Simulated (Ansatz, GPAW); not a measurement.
# How VAgS3 (model structure) absorbs and reflects light, part 2 of 3

Aim: the dielectric function of VAgS3 (model structure), and the optical constants that follow from it. The cell was made here by substitution or stacking, whether or not such a phase is known. It was built so: All Nb replaced by V and O replaced by S in the Pm-3m structure of NbAgO3. The cell is first relaxed with Ansatz.

GPAW 26.7.0; DFT, RPBE, plane-wave PAW (GPAW data sets), scalar-relativistic, RPA, optical limit.

So far: Starting point; Relaxation.

**3. Ground state**

First the ground state: is it a metal or has it a gap?

This step: DFT, RPBE, plane-wave PAW (GPAW data sets), scalar-relativistic, ground state (GPAW 26.7.0).

File gs.py:

```python
from ase import Atoms
from ase.dft.bandgap import bandgap
from gpaw import GPAW, PW, FermiDirac

atoms = Atoms(['Ag', 'V', 'S', 'S', 'S'],
              cell=[[4.658153105700, 0.000000000000, 0.000000000000],
                    [0.000000000000, 4.658153105700, 0.000000000000],
                    [0.000000000000, 0.000000000000, 4.658153105700]],
              scaled_positions=[[0.500000000000, 0.500000000000, 0.500000000000],
                                [0.000000000000, 1.000000000000, 1.000000000000],
                                [1.000000000000, 1.000000000000, 0.500000000000],
                                [1.000000000000, 0.500000000000, 0.000000000000],
                                [0.500000000000, 0.000000000000, 0.000000000000]],
              pbc=[True, True, True])
atoms.set_initial_magnetic_moments([0.0, 2.0, 0.0, 0.0, 0.0])
atoms.calc = GPAW(mode=PW(450), xc='RPBE', kpts={'size': (5, 5, 5), 'gamma': True},
                  occupations=FermiDirac(0.05), maxiter=150, txt='gs.txt')
print('energy (eV)', atoms.get_potential_energy())
print('Fermi level (eV)', atoms.calc.get_fermi_level())
print('valence electrons', atoms.calc.get_number_of_electrons())
print('gap (eV)', bandgap(atoms.calc, output=None)[0])
print('direct gap (eV)', bandgap(atoms.calc, direct=True, output=None)[0])
print('moments', atoms.get_magnetic_moments().round(3).tolist())
atoms.calc.write('gs.gpw')
```

On the command line:

```
> OMP_NUM_THREADS=1 python gs.py
```

Numbers of over 12 decimals in the logs are rounded to 6 here.

The log of the run:

```text
__  _  _
 | _ |_)|_||  |
 |__||  | ||/\| - 26.7.0

Versions:
  Python: 3.12.14
  ASE:    3.29.0
  Numpy:  2.5.5
  Scipy:  1.18.1
  Libxc:  7.0.0

Input parameters:
  mode=PW(ecut=450.000000),
  kpts=MonkhorstPack(size=(5, 5, 5), gamma=True),
  maxiter=150,
  occupations=Occupations(name='fermi-dirac', width=0.05, fixmagmom=False),
  xc=XC(name='RPBE')

Diagonalizing LCAO Hamiltonian
Converting LCAO to pw mode
    .----------.
   /|          |
  / |          |
 *  |          |
 |  |          |
 |  |   Ag     |
 S  .----------.
 | S          /
 |/          /
 V-----S----*

Atoms  # Å, Bohr magnetons
|   | symbol |        x |        y |        z |    initial magnetic moments |
| 0 |     Ag | 2.329077 | 2.329077 | 2.329077 | ( 0.0000,  0.0000,  0.0000) |
| 1 |      V | 0.000000 | 4.658153 | 4.658153 | ( 0.0000,  0.0000,  2.0000) |
| 2 |      S | 4.658153 | 4.658153 | 2.329077 | ( 0.0000,  0.0000,  0.0000) |
| 3 |      S | 4.658153 | 2.329077 | 0.000000 | ( 0.0000,  0.0000,  0.0000) |
| 4 |      S | 2.329077 | 0.000000 | 0.000000 | ( 0.0000,  0.0000,  0.0000) |

Unit cell  # Å
| periodic |        x |        y |        z |  lengths |    angles |
|      yes | 4.658153 | 0.000000 | 0.000000 | 4.658153 | 90.000000 |
|      yes | 0.000000 | 4.658153 | 0.000000 | 4.658153 | 90.000000 |
|      yes | 0.000000 | 0.000000 | 4.658153 | 4.658153 | 90.000000 |

Number of symmetries: 48
Symmetry operations  # r_c * U_cc + t_c -> r_c
|    | kind |            matrix            |
|  0 |  E   |  1, 0, 0,  0, 1, 0,  0, 0, 1 |
|  1 |  σ   |  1, 0, 0,  0, 1, 0,  0, 0,-1 |
|  2 |  σ   |  1, 0, 0,  0, 0, 1,  0, 1, 0 |
|  3 |  C4  |  1, 0, 0,  0, 0, 1,  0,-1, 0 |
|  4 |  C4  |  1, 0, 0,  0, 0,-1,  0, 1, 0 |
|  5 |  σ   |  1, 0, 0,  0, 0,-1,  0,-1, 0 |
|  6 |  σ   |  1, 0, 0,  0,-1, 0,  0, 0, 1 |
|  7 |  C2  |  1, 0, 0,  0,-1, 0,  0, 0,-1 |
|  8 |  σ   |  0, 1, 0,  1, 0, 0,  0, 0, 1 |
|  9 |  C2  |  0, 1, 0,  1, 0, 0,  0, 0,-1 |
| 10 |  C3  |  0, 1, 0,  0, 0, 1,  1, 0, 0 |
| 11 |  S6  |  0, 1, 0,  0, 0, 1, -1, 0, 0 |
| 12 |  S6  |  0, 1, 0,  0, 0,-1,  1, 0, 0 |
| 13 |  C3  |  0, 1, 0,  0, 0,-1, -1, 0, 0 |
| 14 |  C4  |  0, 1, 0, -1, 0, 0,  0, 0, 1 |
| 15 |  S4  |  0, 1, 0, -1, 0, 0,  0, 0,-1 |
| 16 |  C3  |  0, 0, 1,  1, 0, 0,  0, 1, 0 |
| 17 |  S6  |  0, 0, 1,  1, 0, 0,  0,-1, 0 |
| 18 |  σ   |  0, 0, 1,  0, 1, 0,  1, 0, 0 |
| 19 |  C4  |  0, 0, 1,  0, 1, 0, -1, 0, 0 |
| 20 |  C2  |  0, 0, 1,  0,-1, 0,  1, 0, 0 |
| 21 |  S4  |  0, 0, 1,  0,-1, 0, -1, 0, 0 |
| 22 |  S6  |  0, 0, 1, -1, 0, 0,  0, 1, 0 |
| 23 |  C3  |  0, 0, 1, -1, 0, 0,  0,-1, 0 |
| 24 |  S6  |  0, 0,-1,  1, 0, 0,  0, 1, 0 |
| 25 |  C3  |  0, 0,-1,  1, 0, 0,  0,-1, 0 |
| 26 |  C4  |  0, 0,-1,  0, 1, 0,  1, 0, 0 |
| 27 |  σ   |  0, 0,-1,  0, 1, 0, -1, 0, 0 |
| 28 |  S4  |  0, 0,-1,  0,-1, 0,  1, 0, 0 |
| 29 |  C2  |  0, 0,-1,  0,-1, 0, -1, 0, 0 |
| 30 |  C3  |  0, 0,-1, -1, 0, 0,  0, 1, 0 |
| 31 |  S6  |  0, 0,-1, -1, 0, 0,  0,-1, 0 |
| 32 |  C4  |  0,-1, 0,  1, 0, 0,  0, 0, 1 |
| 33 |  S4  |  0,-1, 0,  1, 0, 0,  0, 0,-1 |
| 34 |  S6  |  0,-1, 0,  0, 0, 1,  1, 0, 0 |
| 35 |  C3  |  0,-1, 0,  0, 0, 1, -1, 0, 0 |
| 36 |  C3  |  0,-1, 0,  0, 0,-1,  1, 0, 0 |
| 37 |  S6  |  0,-1, 0,  0, 0,-1, -1, 0, 0 |
| 38 |  σ   |  0,-1, 0, -1, 0, 0,  0, 0, 1 |
| 39 |  C2  |  0,-1, 0, -1, 0, 0,  0, 0,-1 |
| 40 |  σ   | -1, 0, 0,  0, 1, 0,  0, 0, 1 |
| 41 |  C2  | -1, 0, 0,  0, 1, 0,  0, 0,-1 |
| 42 |  C2  | -1, 0, 0,  0, 0, 1,  0, 1, 0 |
| 43 |  S4  | -1, 0, 0,  0, 0, 1,  0,-1, 0 |
| 44 |  S4  | -1, 0, 0,  0, 0,-1,  0, 1, 0 |
| 45 |  C2  | -1, 0, 0,  0, 0,-1,  0,-1, 0 |
| 46 |  C2  | -1, 0, 0,  0,-1, 0,  0, 0, 1 |
| 47 |  i   | -1, 0, 0,  0,-1, 0,  0, 0,-1 |

BZ-sampling:
  Number of BZ points: 125
  Number of IBZ points: 10

  Monkhorst-Pack size: [5, 5, 5]
  Monkhorst-Pack shift: [0, 0, 0]

K-points  # in reciprocal-cell coordinates
|   |                                coordinates |     weight |
| 0 | (  0.00000000,   0.00000000,   0.00000000) | 0.00800000 |
| 1 | (  0.20000000,   0.00000000,   0.00000000) | 0.04800000 |
| 2 | (  0.20000000,   0.20000000,   0.00000000) | 0.09600000 |
| 3 | (  0.20000000,   0.20000000,   0.20000000) | 0.06400000 |
| 4 | (  0.40000000,   0.00000000,   0.00000000) | 0.04800000 |
| 5 | (  0.40000000,   0.20000000,   0.00000000) | 0.19200000 |
| 6 | (  0.40000000,   0.20000000,   0.20000000) | 0.19200000 |
| 7 | (  0.40000000,   0.40000000,   0.00000000) | 0.09600000 |
| 8 | (  0.40000000,   0.40000000,   0.20000000) | 0.19200000 |
| 9 | (  0.40000000,   0.40000000,   0.40000000) | 0.06400000 |

Plane wave coefficients: 2221
Cutoff: 450.000000 eV

Spin-components: 2 (collinear spins)
Bands:           34
Projectors:      27
Spin-degeneracy: 1
Datatype:        complex128

Parallelization:
  kpt:    1
  domain: 1
  band:   1

Density:
  Valence electrons: 48.0
  Components: 2
  Grid points: [24 24 24]
  Charge: 0.0  # |e|

Potential:
  Grid points: [24 24 24]

species:
  Ag:
    name:    Silver
    id:
    Z:       47.0
    valence: 17
    core:    30
    charge:  0.0  # [|e|]
    compensation charges:
      type: gauss
      rc: 0.40  # [Å]
      lmax: 2
    cutoffs:
      filter: 2.35  # [Å]
      core: 2.19  # [Å]
    projectors
    | kind |    occ | energy [eV] | rcut [Å] |
    |   5s |  1.000 |      -4.277 |    1.286 |
    |   4p |  6.000 |     -58.523 |    1.328 |
    |   5p |  0.000 |      -0.755 |    1.328 |
    |   4d | 10.000 |      -7.386 |    1.180 |
    |    s |        |      22.934 |    1.286 |
    |    d |        |      19.826 |    1.180 |

    Using partial waves for Ag as LCAO basis

  V:
    name:    Vanadium
    id:
    Z:       23.0
    valence: 13
    core:    10
    charge:  0.0  # [|e|]
    compensation charges:
      type: gauss
      rc: 0.37  # [Å]
      lmax: 2
    cutoffs:
      filter: 2.14  # [Å]
      core: 0.96  # [Å]
    projectors
    | kind |    occ | energy [eV] | rcut [Å] |
    |   3s |  2.000 |     -70.322 |    1.254 |
    |   4s |  2.000 |      -4.648 |    1.254 |
    |   3p |  6.000 |     -44.073 |    1.281 |
    |   4p |  0.000 |      -1.446 |    1.281 |
    |   3d |  3.000 |      -5.111 |    1.169 |
    |    d |        |      22.100 |    1.169 |

    Using partial waves for V as LCAO basis

  S:
    name:    Sulfur
    id:
    Z:       16.0
    valence: 6
    core:    10
    charge:  0.0  # [|e|]
    compensation charges:
      type: gauss
      rc: 0.24  # [Å]
      lmax: 2
    cutoffs:
      filter: 1.77  # [Å]
      core: 1.66  # [Å]
    projectors
    | kind |    occ | energy [eV] | rcut [Å] |
    |   3s |  2.000 |     -17.247 |    0.974 |
    |   3p |  4.000 |      -6.991 |    0.979 |
    |    s |        |       9.964 |    0.974 |
    |    p |        |      20.220 |    0.979 |
    |    d |        |       0.000 |    0.900 |

    Using partial waves for S as LCAO basis

Reference energy: -203015.913841  # eV

eigensolver:
  PPCG
  Converge bands: occupied
  niter=2

density mixing:
  MSR1-Mixer
  Pratt-step length: 0.05
  Maximum mixing coefficient: 0.75
  Old densities: 10
  SVD Regularization: 0.005
  Good broyden scale: 1.0
  Trust region scale: 1.0
  Backstep threshold: 4.0
  History deletion threshold: 6.0
  Fourier metric: weight=20.0, sigma=0.015

occupation numbers:
  Fermi-Dirac:
    width: 0.0500  # eV

poisson solver:
  ecut: 3600.000000  # eV

xc functional:
  name: RPBE with 2 nearest neighbor stencil

convergence criteria:
- Maximum [total energy] change in last 3 cyles: 0.0005 eV / valence electron
- Maximum integral of absolute [dens]ity change: 0.0001 electrons / valence electron
- Maximum integral of absolute [eigenst]ate change: 4e-08 eV^2 / valence electron
maximum number of iterations: 150

SCF iterations
|iter     |      energy | eigst |  dens |  magmom |
|iter:   1||  -22.831706 | +0.05 |       |  +2.0014|
|iter:   2||  -22.494538 | -1.49 | -1.02 |  +1.9232|
|iter:   3||  -22.072993 | -1.90 | -1.15 |  +1.7011|
|iter:   4||  -21.872483 | -2.20 | -1.17 |  +1.3637|
|iter:   5||  -21.917413 | -2.47 | -1.48 |  +0.8357|
|iter:   6||  -21.942032 | -3.17 | -1.62 |  +0.4887|
|iter:   7||  -21.968308 | -3.00 | -1.92 |  -0.0006|
|iter:   8||  -21.972164 | -3.76 | -2.34 |  -0.1286|
|iter:   9||  -21.972794c| -4.59 | -2.73 |  -0.1547|
|iter:  10||  -21.972798c| -5.20 | -3.15 |  -0.1615|
|iter:  11||  -21.972584c| -5.33 | -3.39 |  -0.1592|
|iter:  12||  -21.972421c| -5.67 | -3.60 |  -0.1540|
|iter:  13||  -21.972381c| -6.56 | -4.07c|  -0.1517|
|iter:  14||  -21.972369c| -7.72c| -4.62c|  -0.1516|

Converged in 14 steps
SCF loop duration: 40.662 s (2.904 s/step)
Energy contributions relative to reference atoms: (reference = -203015.913841)

Energy contributions:
  Kinetic:          17.910329
  Coulomb:         -20.309937
  Zero:              0.350714
  External:          0.000000
  Xc:              -19.908169
  Entropy:          -0.030613
  Spinorbit:         0.000000
  ----------------------------
  Free energy:     -21.987675
  Extrapolated:    -21.972369

dipole moment: (-41.232513, -41.232513, -41.232513)  # |e|*Ang

Total magnetic moment: (0.000000, 0.000000, -0.151594)

Local magnetic moments
|        x |        y |         z |
| 0.000000 | 0.000000 | -0.009895 |  # Ag   0
| 0.000000 | 0.000000 |  0.467513 |  # V    1
| 0.000000 | 0.000000 | -0.141314 |  # S    2
| 0.000000 | 0.000000 | -0.141314 |  # S    3
| 0.000000 | 0.000000 | -0.141314 |  # S    4

Fermi level: 5.414
Eigenvalues  # (at kpt = [0.000, 0.000, 0.000])
| band index |      eig [eV] | occ [0-1] |      eig [eV] | occ [0-1] |
|          0 |       -60.282 |     1.000 |       -59.788 |     1.000 |
|        ... |               |           |               |           |
|         19 |         4.292 |     1.000 |         4.020 |     1.000 |
|         20 |         4.292 |     1.000 |         4.020 |     1.000 |
|         21 |         4.317 |     1.000 |         4.771 |     1.000 |
|         22 |         4.317 |     1.000 |         4.771 |     1.000 |
|         23 |         4.317 |     1.000 |         4.771 |     1.000 |
|         24 |         4.964 |     1.000 |         4.814 |     1.000 |
|         25 |         4.964 |     1.000 |         4.814 |     1.000 |
|         26 |         4.964 |     1.000 |         4.814 |     1.000 |
|         27 |         5.679 |     0.005 |         5.857 |     0.000 |
|         28 |         5.679 |     0.005 |         5.916 |     0.000 |
|         29 |         5.820 |     0.000 |         5.916 |     0.000 |
|         30 |        11.464 |     0.000 |        11.561 |     0.000 |
|         31 |        12.416 |     0.000 |        12.346 |     0.000 |
|         32 |        14.602 |     0.000 |        14.597 |     0.000 |
|         33 |        14.602 |     0.000 |        14.597 |     0.000 |

No gap
No difference between direct/indirect transitions

--- standard output ---
energy (eV) -21.972369
Fermi level (eV) 5.414119
valence electrons 48.0
gap (eV) 0.0
direct gap (eV) 0.0
moments [-0.01, 0.468, -0.141, -0.141, -0.141]
```

It took 44 s on 1 thread of Arm Neoverse V1, shared host; peak memory 0.18 GiB.

Read-outs, printed or worked out from the files:

| Item | Value |
| --- | --- |
| energy | -21.97 eV |
| Fermi energy | 5.414 eV |
| electrons | 48 |
| site moments | -0.01, 0.468, -0.141, -0.141, -0.141 μB |

There are states at the Fermi level within the smearing, so the occupations stay smeared and the carriers get a Drude term.

**4. Bands for the response**

The response needs many more empty bands than the density does.

This step: DFT, RPBE, plane-wave PAW (GPAW data sets), scalar-relativistic, bands at fixed density (GPAW 26.7.0).

File nscf.py:

```python
from ase.dft.bandgap import bandgap
from gpaw import GPAW, FermiDirac

calc = GPAW('gs.gpw').fixed_density(kpts={'size': (8, 8, 8), 'gamma': True}, nbands=64, convergence={'bands': 58},
                                    occupations=FermiDirac(0.05), txt='nscf.txt')
print('gap (eV)', bandgap(calc, output=None)[0])
print('direct gap (eV)', bandgap(calc, direct=True, output=None)[0])
print('top band over the Fermi level (eV)', min(calc.get_eigenvalues(kpt=k)[57] for k in range(len(calc.get_ibz_k_points()))) - calc.get_fermi_level())
calc.write('full.gpw', mode='all')
```

On the command line:

```
> OMP_NUM_THREADS=1 python nscf.py
```

The log of the run:

```text
Diagonalizing LCAO Hamiltonian
Converting LCAO to pw mode
convergence criteria:
- Maximum integral of absolute [eigenst]ate change: 4e-08 eV^2 / valence electron
maximum number of iterations: 150

SCF iterations
|iter     |      energy | eigst |  dens |  magmom |
|iter:   1||             | +2.95 |       |  -0.1516|
|iter:   2||             | +1.85 |       |  -0.1516|
|iter:   3||             | +0.85 |       |  -0.1516|
|iter:   4||             | -0.32 |       |  -0.1516|
|iter:   5||             | -1.17 |       |  -0.1516|
|iter:   6||             | -2.21 |       |  -0.1516|
|iter:   7||             | -3.06 |       |  -0.1516|
|iter:   8||             | -4.09 |       |  -0.1516|
|iter:   9||             | -4.95 |       |  -0.1516|
|iter:  10||             | -5.91 |       |  -0.1516|
|iter:  11||             | -6.72 |       |  -0.1516|
|iter:  12||             | -7.43c|       |  -0.1516|
SCF steps: 12
  __  _  _
 | _ |_)|_||  |
 |__||  | ||/\| - 26.7.0

Versions:
  Python: 3.12.14
  ASE:    3.29.0
  Numpy:  2.5.5
  Scipy:  1.18.1
  Libxc:  7.0.0

Input parameters:
  mode=PW(ecut=450.000000),
  convergence={'bands': 58},
  gpts=array([24, 24, 24]),
  kpts=MonkhorstPack(size=(8, 8, 8), gamma=True),
  maxiter=150,
  nbands=64,
  occupations=Occupations(name='fermi-dirac', width=0.05, fixmagmom=False),
  parallel={},
  xc=XC(name='RPBE')

--- standard output ---
gap (eV) 0.0
direct gap (eV) 0.0
top band over the Fermi level (eV) 20.311985
```

Elapsed: 3.5 min, on 1 thread; peak memory 0.35 GiB.

(Continued in part 3 of 3.)

[Machine, clock and banner lines and Python warnings are left out of the logs.]

[Logs are printed without paths, hosts, clocks, repeated set-up lines and the standing remarks that a program may print on its own settings, such as how far it seeks lower states.]

[Hosts, paths, dates, database ids (printed as entryN), source tags and the programs' standing remarks are cut or masked in the printed files.]
